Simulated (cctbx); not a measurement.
**Solving a structure by charge flipping**

Cell a = 6.1120 Å, b = 8.4510 Å, c = 5.9580 Å, α = 90.00°, β = 90.00°, γ = 90.00°; space group Pbcm (no. 57); content Tl4 Eu4 Ru4.

The data are simulated with cctbx, not measured: Mo Kα, λ = 0.71073 Å, to d = 0.6 Å, 50 % of the full sphere, strongest reflection 5000 counts, noise from counting, a 3 % proportional error and a noise floor of 15 counts (s.d.); no absorption.

2 earlier starts (other random phases, and plain and normalised amplitudes in turn) led nowhere (symmetry correlation 0.74 and 0.72).

Charge flipping in P1 on normalised amplitudes to 0.6 Å, δ = 1.1 σ, 10 % of the reflections treated as weak, 600 cycles:

```text
cycle      R  skewness
    0  0.579     0.17
   50  0.442     5.35
  100  0.435     5.35
  150  0.454     4.94
  200  0.463     4.78
  250  0.461     5.05
  300  0.456     4.94
  350  0.454     5.03
  400  0.451     4.62
  450  0.460     4.78
  500  0.463     4.78
  550  0.446     4.78
origin shift          correlation  skewness
 0.064  0.081  0.298      0.860      4.76
 0.066  0.081  0.048      0.840      4.01
 0.270  0.079  0.297      0.772      2.16
 0.077  0.293  0.035      0.772      1.77
taken: symmetry correlation 0.860, skewness 4.76
peak      x       y       z  mult  height/sigma
Q1    0.4057  0.7500  0.0000    4     18.8
Q2    0.1374  0.0987  0.2500    4     11.1
Q3    0.3834  0.0192  0.7500    4     10.5
Q4    0.4650  0.6842  0.7500    4      3.2
Q5    0.3146  0.5092  0.0175    8      3.0
Q6    0.3034  0.6206  0.1220    8      2.9
Q7    0.2978  0.5695  0.7500    4      2.8
Q8    0.1705  0.0940  0.7500    4      2.7
```

The origin is taken among those within 0.04 of the best correlation, by the skewness of the map.

It took 0.68 s on 1 thread of Arm Neoverse V2, with other jobs on the host, peak memory 0.08 GiB.

Q: Assign the peaks.

Heights go roughly as Z and multiplicities must add up to the content. First model: Q1 = Tl1 (4 in the cell, height 18.8), Q2 = Eu1 (4 in the cell, height 11.1) and Q3 = Ru1 (4 in the cell, height 10.5). Against the true structure, Q1 is Tl, Q2 is Eu and Q3 is Ru; the other peaks are not atoms.

Least squares on F², isotropic:

```text
Rint 0.075, 789 unique reflections to 0.60 A
cycle     R1     wR2    GooF  max shift (A)
   1  0.2101  0.3874   6.342   0.06907
   2  0.0337  0.0643   1.053   0.00001
final R1 0.0337 wR2 0.0643 GooF 1.053  parameters 8  data/parameter 98.6
atom        x        y        z      Ueq    occ   su(xyz)  su(Uiso or U11)
Tl1    0.40840  0.75000  0.00000   0.0047  1.000  0.00007  0.0001
Eu1    0.13953  0.09887  0.25000   0.0100  1.000  0.00012  0.0001
Ru1    0.37891  0.02670  0.75000   0.0089  1.000  0.00019  0.0002
difference map: max 9.15 min -7.59 rms 1.46
Q1    0.1703  0.1466  0.2500    4    9.46  0.44 A from Eu1
Q2    0.4697  0.7500  0.0000    4    9.15  0.37 A from Tl1
Q3    0.3553  0.7500  0.0000    4    7.11  0.32 A from Tl1
Q4    0.0114  0.0511  0.7500    4    6.24  1.57 A from Eu1
Q5    0.2456  0.5680  0.0668    8    6.06  1.58 A from Ru1
```

Anisotropic refinement:

```text
Rint 0.075, 789 unique reflections to 0.60 A
cycle     R1     wR2    GooF  max shift (A)
   1  0.0337  0.0643   1.059   0.00053
   2  0.0287  0.0536   0.883   0.00000
final R1 0.0287 wR2 0.0536 GooF 0.883  parameters 17  data/parameter 46.4
atom        x        y        z      Ueq    occ   su(xyz)  su(Uiso or U11)
Tl1    0.40836  0.75000  0.00000   0.0046  1.000  0.00006  0.0001
Eu1    0.13956  0.09893  0.25000   0.0100  1.000  0.00010  0.0002
Ru1    0.37895  0.02669  0.75000   0.0090  1.000  0.00016  0.0003
difference map: max 5.84 min -5.73 rms 1.36
Q1    0.3435  0.5587  0.7500    4    6.28  1.72 A from Ru1
Q2    0.0095  0.0499  0.7500    4    5.82  1.55 A from Eu1
Q3    0.1734  0.1524  0.2500    4    5.76  0.50 A from Eu1
Q4    0.4624  0.1454  0.7500    4    5.57  1.13 A from Ru1
Q5    0.2426  0.5700  0.0669    8    5.40  1.60 A from Ru1
Q6    0.3181  0.6387  0.2500    4    5.01  1.45 A from Ru1
```

**Reading.** The refinement ends at R1 = 0.0287, wR2 = 0.0536, GooF = 0.88, with difference density between -5.73 and 5.84 e/Å³. Every site matches the true model in element, within 0.001 Å r.m.s., up to an allowed shift of origin.

True model:

| atom | mult. | x | y | z | Ueq (Å²) |
| --- | --- | --- | --- | --- | --- |
| Tl1 | 4 | 0.9084 | 3/4 | 0 | 0.0048 |
| Eu1 | 4 | 0.6395 | 0.0990 | 1/4 | 0.0101 |
| Ru1 | 4 | 0.8788 | 0.0268 | 3/4 | 0.0093 |

The model was made for the exercise: a known structure type with other elements put in, its volume estimated, not relaxed; displacement parameters are assumed.

[Middle refinement cycles are left out of these outputs.]

[Logs are printed without paths, hosts, clocks, repeated set-up lines and the standing remarks that a program may print on its own settings, such as how far it seeks lower states.]
